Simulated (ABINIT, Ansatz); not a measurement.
**Na2LiScF6 (Fm-3m): bands and cutoff in G0W0 with ABINIT**

What does each rung of G0W0 on Na2LiScF6 (Fm-3m) cost, and what does it buy?

Method: PBEsol and many-body steps on it, plane waves, in ABINIT 10.8.3.

## 1. The structure

It takes space group Fm-3m (No. 225, cubic). Conventional cell: a = 8.035 Å, b = 8.035 Å, c = 8.035 Å, α = 90.00°, β = 90.00°, γ = 90.00°. Na has 12 F at 2.84 Å nearest. Nearest to Li lie 6 F at 2.01 Å. Nearest to Sc lie 6 F at 2.01 Å. Nearest to F lie 1 Li at 2.01 Å and 1 Sc at 2.01 Å and 4 Na at 2.84 Å. Farther neighbours and most contacts between anions are not listed.

The cell and positions are those that the Materials Project relaxed with its own functionals (PBE, PBE+U or r2SCAN), kept fixed.

## 2. Empty states on the mesh, 2×2×2 mesh, 271 bands

This step: ABINIT 10.8.3; DFT, PBEsol, plane waves, norm-conserving pseudopotentials.

The sums over transitions need many empty states on a uniform mesh; this step solves for them.

Input file run.abi:

```
acell 3*1.0 Angstrom
rprim 
  0.000000000000 4.017450000000 4.017450000000
  4.017450000000 0.000000000000 4.017450000000
  4.017450000000 4.017450000000 -0.000000000000
ntypat 4
znucl 11 3 21 9
natom 10
typat 1 1 2 3 4 4 4 4 4 4
xred 
  0.250000000000 0.250000000000 0.250000000000
  0.750000000000 0.750000000000 0.750000000000
  0.500000000000 0.500000000000 0.500000000000
  0.000000000000 -0.000000000000 0.000000000000
  0.250423000000 0.250423000000 0.749577000000
  0.250423000000 0.749577000000 0.749577000000
  0.749577000000 0.749577000000 0.250423000000
  0.250423000000 0.749577000000 0.250423000000
  0.749577000000 0.250423000000 0.749577000000
  0.749577000000 0.250423000000 0.250423000000
pp_dirpath "pseudos"
pseudos "Na.upf, Li.upf, Sc.upf, F.upf"
ecut 38
ngkpt 2 2 2
nshiftk 1
shiftk 0 0 0
kptopt 1
chksymbreak 0
iscf -2
irdden 1
istwfk *1
nband 271
nbdbuf 24
tolwfr 1e-09
nstep 60
prtvol 0
indata_prefix "in"
outdata_prefix "out"
tmpdata_prefix "tmp"
```

Launch:

```
> OMP_NUM_THREADS=1 mpirun -n 4 abinit run.abi > log
```

Numbers of over 12 decimals in the logs are rounded to 6 here.

What it wrote:

```text
.Version 10.8.3 of ABINIT. v10.8.2 released Aug 2026.

 Symmetries : space group Fm -3 m (#225); Bravais cF (face-center cubic)
[... echo of the input left out ...]
== DATASET  1 ==================================================================
-   mpi_nproc: 4, omp_nthreads: 1 (-1 if OMP is not activated)
-    --> not optimal distribution: autoparal keyword recommended in input file <--

--- !DatasetInfo
iteration_state: {dtset: 1, }
dimensions: {natom: 10, nkpt: 3, mband: 271, nsppol: 1, nspinor: 1, nspden: 1, mpw: 9841, }
cutoff_energies: {ecut:  38.0, pawecutdg:  -1.0, }
[...]
2.86661    2.86661    2.86661    2.88313    2.88313    2.88313    2.91173    2.91174
   2.92733    2.92733    2.92736    2.93400    2.93401    2.93427    2.93704    2.93704
   2.93741    2.94812    2.94812    2.94978    2.95240    2.96000    2.96266
 prteigrs : prtvol=0 or 1, do not print more k-points.

== END DATASET(S) ==============================================================
================================================================================

 -outvars: echo values of variables after computation  --------
            nband         271
             nkpt           3
          spgroup         225
 [... the other variables as echoed above ...]

 Calculation completed.
```

Elapsed: 2.3 min, on 4 MPI ranks of Arm Neoverse V2, shared host; peak memory 0.5 GiB; 9.2 min of CPU time.

This step gave:

```
gap                                                           : 6.027 eV
k of the valence top                                          : 0, 0, 0
k of the conduction bottom                                    : 0, 0, 0
least direct gap                                              : 6.027 eV
k points computed                                             : 3
lowest point of the top converged band, above the valence top : 77.3617 eV
```

On this mesh the gap is 6.027 eV.

The density comes from a self-consistent run that is not shown.

## 3. Screening, 2×2×2 mesh, 63 bands, screening to 62.6 eV

The RPA dielectric matrix is built and inverted for each q.

This step: RPA screening on PBEsol, plane waves, norm-conserving pseudopotentials.

Changes to run.abi since step 2:

```diff
@@ -28,10 +28,11 @@
 chksymbreak 0
-iscf -2
-irdden 1
 istwfk *1
-nband 271
-nbdbuf 24
-tolwfr 1e-09
-nstep 60
-prtvol 0
+occopt 1
+irdwfk 1
+optdriver 3
+nband 63
+ecuteps 2.3
+inclvkb 2
+awtr 1
+symchi 1
 indata_prefix "in"
```

What it wrote:

```text
.Version 10.8.3 of ABINIT. v10.8.2 released Aug 2026.

 Symmetries : space group Fm -3 m (#225); Bravais cF (face-center cubic)
[... echo of the input left out ...]
== DATASET  1 ==================================================================
-   mpi_nproc: 4, omp_nthreads: 1 (-1 if OMP is not activated)

--- !DatasetInfo
iteration_state: {dtset: 1, }
dimensions: {natom: 10, nkpt: 3, mband: 63, nsppol: 1, nspinor: 1, nspden: 1, mpw: 9841, }
cutoff_energies: {ecut:  38.0, pawecutdg:  -1.0, }
electrons: {nelect:   7.40000000E+01, charge:   0.00000000E+00, occopt:   1.00000000E+00, tsmear:   1.00000000E-02, }

 SCREENING: Calculation of the susceptibility and dielectric matrices

 Based on a program developped by R.W. Godby, V. Olevano, G. Onida, and L. Reining.
 Incorporated in ABINIT by V. Olevano, G.-M. Rignanese, and M. Torrent.
.Using double precision arithmetic ; gwpc =  8

[... cell and pseudopotentials left out ...]
--------------------------------------------------------------------------------

 ==== K-mesh for the wavefunctions ====
 Number of points in the irreducible wedge :     3
[... list of points left out ...]
 Together with 48 symmetry operations and time-reversal symmetry
 yields     8 points in the full Brillouin Zone.

 ==== Q-mesh for the screening function ====
 Number of points in the irreducible wedge :     3
[... list of points left out ...]
 Together with 48 symmetry operations and time-reversal symmetry
 yields     8 points in the full Brillouin Zone.

 setmesh: FFT mesh size selected  =    40x   40x   40
          total number of points  =        64000

 vcoul_init : cutoff-mode = AUXILIARY_FUNCTION
 q-points for optical limit:   1
     1)      0.000010    0.000020    0.000030

- screening: taking advantage of time-reversal symmetry
- Maximum band index for partially occupied states nbvw = 37
- Remaining bands to be divided among processors   nbcw = 26
- Number of bands treated by each node ~6

 Number of electrons calculated from density =   74.0000; Expected =   74.0000
 average of density, n =  0.084558
 r_s =    1.4134
 omega_plasma =   28.0500 [eV]

 calculating chi0 at frequencies [eV] :
  1    0.000000E+00    0.000000E+00
  2    0.000000E+00    2.804997E+01

--------------------------------------------------------------------------------
  q-point number  1        q = ( 0.000000, 0.000000, 0.000000) [r.l.u.]
--------------------------------------------------------------------------------
[... chi0 elements left out ...]
 For q-point:  0.000010 0.000020 0.000030
  dielectric constant =   1.9061
  dielectric constant without local fields =   2.0196

  Average fulfillment of the sum rule on Im[epsilon] for q-point    1 :     14.02  [%]
[... wings left out ...]
  q-point number  2        q = ( 0.500000, 0.000000, 0.000000) [r.l.u.]
--------------------------------------------------------------------------------
[... chi0 elements left out ...]
  Average fulfillment of the sum rule on Im[epsilon] for q-point    2 :     17.89  [%]

 [... 1 further q-points ...]
```

Run time: 13 s. Hardware: 4 MPI ranks; peak memory 1.4 GiB.

This step gave:

| Item | Value |
| --- | --- |
| ε∞ with local fields, on this mesh, along the program's q direction | 1.906 |
| the same without local fields | 2.020 |
| plasma frequency | 28.05 eV |
| plane waves in the screening matrix | 137 |

Local fields lower ε∞ by 6 %. On a Γ-centred mesh this coarse the value itself is usually too large, while a short band sum pulls it down.

## 4. 63 bands, 62.6 eV

The self-energy is evaluated for the states that the input lists, and the levels follow from it, in one-shot runs by the linearised quasiparticle equation.

This step: G0W0 on PBEsol, plane waves, norm-conserving pseudopotentials.

Changes to run.abi since step 3:

```diff
@@ -31,8 +31,15 @@
 irdwfk 1
-optdriver 3
+optdriver 4
 nband 63
+gwcalctyp 0
+ecutsigx 38
+symsigma 1
+nkptgw 1
+kptgw 
+  0.0000000000 0.0000000000 0.0000000000
+bdgw 
+  35 41
 ecuteps 2.3
-inclvkb 2
-awtr 1
-symchi 1
+irdscr 1
+ppmodel 1
 indata_prefix "in"
```

What it wrote:

```text
.Version 10.8.3 of ABINIT. v10.8.2 released Aug 2026.

 Symmetries : space group Fm -3 m (#225); Bravais cF (face-center cubic)
[... echo of the input left out ...]
== DATASET  1 ==================================================================
-   mpi_nproc: 4, omp_nthreads: 1 (-1 if OMP is not activated)

--- !DatasetInfo
iteration_state: {dtset: 1, }
dimensions: {natom: 10, nkpt: 3, mband: 63, nsppol: 1, nspinor: 1, nspden: 1, mpw: 9841, }
cutoff_energies: {ecut:  38.0, pawecutdg:  -1.0, }
electrons: {nelect:   7.40000000E+01, charge:   0.00000000E+00, occopt:   1.00000000E+00, tsmear:   1.00000000E-02, }

 SIGMA: Calculation of the GW corrections

 Based on a program developped by R.W. Godby, V. Olevano, G. Onida, and L. Reining.
 Incorporated in ABINIT by V. Olevano, G.-M. Rignanese, and M. Torrent.
.Using double precision arithmetic ; gwpc =  8

[... cell and pseudopotentials left out ...]
--------------------------------------------------------------------------------

 ==== K-mesh for the wavefunctions ====
 Number of points in the irreducible wedge :     3
[... list of points left out ...]
 Together with 48 symmetry operations and time-reversal symmetry
 yields     8 points in the full Brillouin Zone.

 ==== Q-mesh for screening function ====
 Number of points in the irreducible wedge :     3
[... list of points left out ...]
 Together with 48 symmetry operations and time-reversal symmetry
 yields     8 points in the full Brillouin Zone.

 vcoul_init : cutoff-mode = AUXILIARY_FUNCTION
 q-points for optical limit:   1
     1)      0.000010    0.000020    0.000030
 setmesh: FFT mesh size selected  =    60x   60x   60
          total number of points  =       216000

 Number of electrons calculated from density =   74.0000; Expected =   74.0000
 average of density, n =  0.084558
 r_s =    1.4134
 omega_plasma =   28.0500 [eV]

 === KS Band Gaps ===
  >>>> For spin  1
   Minimum direct gap =   6.0274 [eV], located at k-point      :   0.0000  0.0000  0.0000
   Fundamental gap    =   6.0274 [eV], Top of valence bands at :   0.0000  0.0000  0.0000
                                       Bottom of conduction at :   0.0000  0.0000  0.0000
 SIGMA fundamental parameters:
 PLASMON POLE MODEL  1
 number of plane-waves for SigmaX                 9841
 number of plane-waves for SigmaC and W            137
 number of plane-waves for wavefunctions          9841
 number of bands                                    63
 number of independent spin polarizations            1
 number of spinorial components                      1
 number of k-points in IBZ                           3
 number of q-points in IBZ                           3
 number of symmetry operations                      48
 number of k-points in BZ                            8
 number of q-points in BZ                            8
 number of frequencies for dSigma/dE                 9
 frequency step for dSigma/dE [eV]                0.25
 number of omega for Sigma on real axis              0
 max omega for Sigma on real axis  [eV]           0.00
 zcut for avoiding poles [eV]                     0.10

 EPSILON^-1 parameters (SCR file):
 dimension of the eps^-1 matrix on file            137
 dimension of the eps^-1 matrix used               137
 number of plane-waves for wavefunctions          9841
 number of bands                                    63
 number of q-points in IBZ                           3
 number of frequencies                               2
 number of real frequencies                          1
 number of imag frequencies                          1

 matrix elements of self-energy operator (all in [eV])

 Perturbative Calculation

--- !SelfEnergy_ee
iteration_state: {dtset: 1, }
kpoint     : [   0.000,    0.000,    0.000, ]
spin       : 1
KS_gap     :    6.027
QP_gap     :   10.326
Delta_QP_KS:    4.298
data: !SigmaeeData |
     Band     E0 <VxcDFT>   SigX SigC(E0)      Z dSigC/dE  Sig(E)    E-E0       E
       35  -1.040 -22.672 -29.900   4.590   0.804  -0.244 -24.793  -2.120  -3.160
       36  -1.040 -22.672 -29.900   4.590   0.804  -0.244 -24.793  -2.120  -3.160
       37  -1.040 -22.672 -29.900   4.590   0.804  -0.244 -24.793  -2.120  -3.160
       38   4.988  -8.734  -4.465  -1.857   0.903  -0.107  -6.556   2.178   7.166
       39   5.956 -18.615 -10.389  -3.077   0.829  -0.206 -14.347   4.268  10.225
       40   5.956 -18.615 -10.389  -3.077   0.829  -0.206 -14.347   4.268  10.225
       41   5.956 -18.615 -10.389  -3.077   0.829  -0.206 -14.347   4.268  10.225

== END DATASET(S) ==============================================================
================================================================================

 -outvars: echo values of variables after computation  --------
           etotal      0.0000000000E+00
            nband          63
             nkpt           3
          spgroup         225
 [... the other variables as echoed above ...]

 Calculation completed.
```

It took 4.7 s on 4 MPI ranks; peak memory 0.71 GiB; 18 s of CPU time.

Numbers from this step:

* G0W0 gap on the points computed: 10.33 eV
* starting gap on the mesh: 6.027 eV
* k of the valence top: 0, 0, 0
* k of the conduction bottom: 0, 0, 0
* Z at the valence top: 0.804
* Z at the conduction bottom: 0.903
* least direct G0W0 gap on the computed points: 10.33 eV

The gap on the mesh goes from 6.03 eV to 10.33 eV, a correction of +4.30 eV.

## 5. Screening, 2×2×2 mesh, 122 bands, screening to 114.3 eV

This step: RPA screening on PBEsol, plane waves, norm-conserving pseudopotentials.

Changes to run.abi since step 4:

```diff
@@ -31,15 +31,8 @@
 irdwfk 1
-optdriver 4
-nband 63
-gwcalctyp 0
-ecutsigx 38
-symsigma 1
-nkptgw 1
-kptgw 
-  0.0000000000 0.0000000000 0.0000000000
-bdgw 
-  35 41
-ecuteps 2.3
-irdscr 1
-ppmodel 1
+optdriver 3
+nband 122
+ecuteps 4.2
+inclvkb 2
+awtr 1
+symchi 1
 indata_prefix "in"
```

What it wrote:

```text
.Version 10.8.3 of ABINIT. v10.8.2 released Aug 2026.

 Symmetries : space group Fm -3 m (#225); Bravais cF (face-center cubic)
[... echo of the input left out ...]
== DATASET  1 ==================================================================
-   mpi_nproc: 4, omp_nthreads: 1 (-1 if OMP is not activated)

--- !DatasetInfo
iteration_state: {dtset: 1, }
dimensions: {natom: 10, nkpt: 3, mband: 122, nsppol: 1, nspinor: 1, nspden: 1, mpw: 9841, }
cutoff_energies: {ecut:  38.0, pawecutdg:  -1.0, }
electrons: {nelect:   7.40000000E+01, charge:   0.00000000E+00, occopt:   1.00000000E+00, tsmear:   1.00000000E-02, }

 SCREENING: Calculation of the susceptibility and dielectric matrices

 Based on a program developped by R.W. Godby, V. Olevano, G. Onida, and L. Reining.
 Incorporated in ABINIT by V. Olevano, G.-M. Rignanese, and M. Torrent.
.Using double precision arithmetic ; gwpc =  8

[... cell and pseudopotentials left out ...]
--------------------------------------------------------------------------------

 ==== K-mesh for the wavefunctions ====
 Number of points in the irreducible wedge :     3
[... list of points left out ...]
 Together with 48 symmetry operations and time-reversal symmetry
 yields     8 points in the full Brillouin Zone.

 ==== Q-mesh for the screening function ====
 Number of points in the irreducible wedge :     3
[... list of points left out ...]
 Together with 48 symmetry operations and time-reversal symmetry
 yields     8 points in the full Brillouin Zone.

 setmesh: FFT mesh size selected  =    40x   40x   40
          total number of points  =        64000

 vcoul_init : cutoff-mode = AUXILIARY_FUNCTION
 q-points for optical limit:   1
     1)      0.000010    0.000020    0.000030

- screening: taking advantage of time-reversal symmetry
- Maximum band index for partially occupied states nbvw = 37
- Remaining bands to be divided among processors   nbcw = 85
- Number of bands treated by each node ~21

 Number of electrons calculated from density =   74.0000; Expected =   74.0000
 average of density, n =  0.084558
 r_s =    1.4134
 omega_plasma =   28.0500 [eV]

 calculating chi0 at frequencies [eV] :
  1    0.000000E+00    0.000000E+00
  2    0.000000E+00    2.804997E+01

--------------------------------------------------------------------------------
  q-point number  1        q = ( 0.000000, 0.000000, 0.000000) [r.l.u.]
--------------------------------------------------------------------------------
[... chi0 elements left out ...]
 For q-point:  0.000010 0.000020 0.000030
  dielectric constant =   2.0240
  dielectric constant without local fields =   2.1933

  Average fulfillment of the sum rule on Im[epsilon] for q-point    1 :     33.43  [%]
[... wings left out ...]
  q-point number  2        q = ( 0.500000, 0.000000, 0.000000) [r.l.u.]
--------------------------------------------------------------------------------
[... chi0 elements left out ...]
  Average fulfillment of the sum rule on Im[epsilon] for q-point    2 :     38.52  [%]

 [... 1 further q-points ...]
```

Run time: 33 s. Hardware: 4 MPI ranks; peak memory 1.6 GiB; 2.2 min of CPU time.

This step gave:

- ε∞ with local fields, on this mesh, along the program's q direction: 2.024
- the same without local fields: 2.193
- plasma frequency: 28.05 eV
- plane waves in the screening matrix: 339

(Continued in part 2 of 2.)

[Paths, hosts, dates, memory and timing lines, banners, echoed tables and standing remarks are left out of the program output.]

[Logs are printed without paths, hosts, clocks, repeated set-up lines and the standing remarks that a program may print on its own settings, such as how far it seeks lower states.]

[Runs of the session that timed out or met a known fault of the program may be left out.]

[Hosts, paths, dates, database ids (printed as entryN), source tags and the programs' standing remarks are cut or masked in the printed files.]

[G0W0 gaps are taken among the corrected bands and points alone; a level outside them can change the order at an edge.]

[Where Ansatz stands beside ABINIT at settings called matched, ABINIT's density can come from a denser mesh and the files from another edition; pairs whose starting gaps differed by over 0.03 eV were left out, so agreement reads better than it is.]
